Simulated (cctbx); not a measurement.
**A disordered crystal of nominal Cs14Rb6MgTl18**

Cell a = 12.3700 Å, b = 12.3700 Å, c = 12.3700 Å, α = 90.00°, β = 90.00°, γ = 90.00°; space group Pm-3 (no. 200); nominal formula Cs14Rb6MgTl18.

The data are simulated with cctbx, not measured: Mo Kα, λ = 0.71073 Å, to d = 0.65 Å, 70 % of the full sphere, strongest reflection 5000 counts, noise from counting, a 6 % proportional error and a noise floor of 2 counts (s.d.); no absorption.

With every site full:

```text
Rint 0.081, 1357 unique reflections to 0.65 A
cycle     R1     wR2    GooF  max shift (A)
   1  0.1226  0.2629   6.664   0.00194
   2  0.0292  0.0713   1.808   0.00000
final R1 0.0292 wR2 0.0713 GooF 1.808  parameters 22  data/parameter 61.7
atom        x        y        z      Ueq    occ   su(xyz)  su(Uiso or U11)
Tl1    0.00000  0.85051  0.74809   0.0101  1.000  0.00003  0.0001
Tl2    0.72134  0.50000  0.50000   0.0112  1.000  0.00004  0.0002
Cs2    0.66604  0.50000  0.00000   0.0120  1.000  0.00007  0.0004
Cs3    0.27936  0.27936  0.27936   0.0073  1.000  0.00003  0.0001
Rb1    0.81123  0.00000  0.50000   0.0105  1.000  0.00010  0.0005
Mg1    0.00000  0.00000  0.00000   0.0153  1.000  0.00000  0.0023
difference map: max 7.40 min -3.05 rms 0.54
Q1    0.2875  0.2875  0.2875    8    7.40  0.17 A from Cs3
Q2    0.2834  0.5000  0.5000    6    2.50  0.06 A from Tl2
Q3    0.0929  0.5000  0.2182   12    1.49  1.21 A from Rb1
Q4    0.0000  0.2703  0.3227   12    1.40  1.73 A from Tl1
Q5    0.0000  0.1166  0.3098   12    1.38  0.82 A from Tl1
Q6    0.0000  0.1800  0.0415   12    1.32  2.12 A from Tl1
```

With the occupancies of the suspect sites free, each still typed as its main element:

```text
Rint 0.081, 1357 unique reflections to 0.65 A
cycle     R1     wR2    GooF  max shift (A)
   1  0.0596  0.1354   3.434   0.00036
  13  0.0177  0.0396   1.005   0.00000
final R1 0.0177 wR2 0.0396 GooF 1.004  parameters 24  data/parameter 56.5
atom        x        y        z      Ueq    occ   su(xyz)  su(Uiso or U11)
Tl1    0.00000  0.85050  0.74809   0.0089  0.948  0.00002  0.0001
Tl2    0.72132  0.50000  0.50000   0.0118  1.000  0.00002  0.0001
Cs2    0.66610  0.50000  0.00000   0.0127  1.000  0.00004  0.0002
Cs3    0.27937  0.27937  0.27937   0.0112  1.099  0.00002  0.0001
Rb1    0.81122  0.00000  0.50000   0.0112  1.000  0.00005  0.0003
Mg1    0.00000  0.00000  0.00000   0.0175  1.000  0.00000  0.0013
su of occupancy Tl1: 0.002
su of occupancy Cs3: 0.003
difference map: max 1.51 min -2.06 rms 0.33
Q1    0.0000  0.2727  0.3202   12    1.57  1.74 A from Tl1
Q2    0.0000  0.1827  0.0394   12    1.54  2.10 A from Tl1
Q3    0.0928  0.5000  0.2207   12    1.50  1.21 A from Rb1
Q4    0.0371  0.5000  0.3501   12    1.25  2.05 A from Rb1
Q5    0.0987  0.2771  0.5000   12    1.22  1.41 A from Cs2
Q6    0.2294  0.4645  0.5000   12    1.20  0.75 A from Tl2
```

**Question.** What is the disorder?

X-rays count electrons. Tl1 refines to 0.948(0.002), or 76.8 electrons; the site truly holds 0.8667 Tl and 0.1333 Cs, 77.5 electrons, which is 0.957 of Tl; Cs3 refines to 1.099(0.003), or 60.4 electrons; the site truly holds 0.8 Cs and 0.2 Tl, 60.2 electrons, which is 1.095 of Cs. A value under 1 can't tell vacancies from a lighter guest, and one over 1 needs a heavier guest; chemistry or a second radiation must settle which. Occupancy correlates with U and the scale, and the two elements' form factors differ in shape, so the match is approximate.

Freeing them takes R1 from 0.0292 to 0.0177 and GooF from 1.81 to 1.00.

The model was made for the exercise: a known structure type with other elements put in, its volume estimated, not relaxed; displacement parameters are assumed.

[Middle refinement cycles are left out of these outputs.]

[Logs are printed without paths, hosts, clocks, repeated set-up lines and the standing remarks that a program may print on its own settings, such as how far it seeks lower states.]
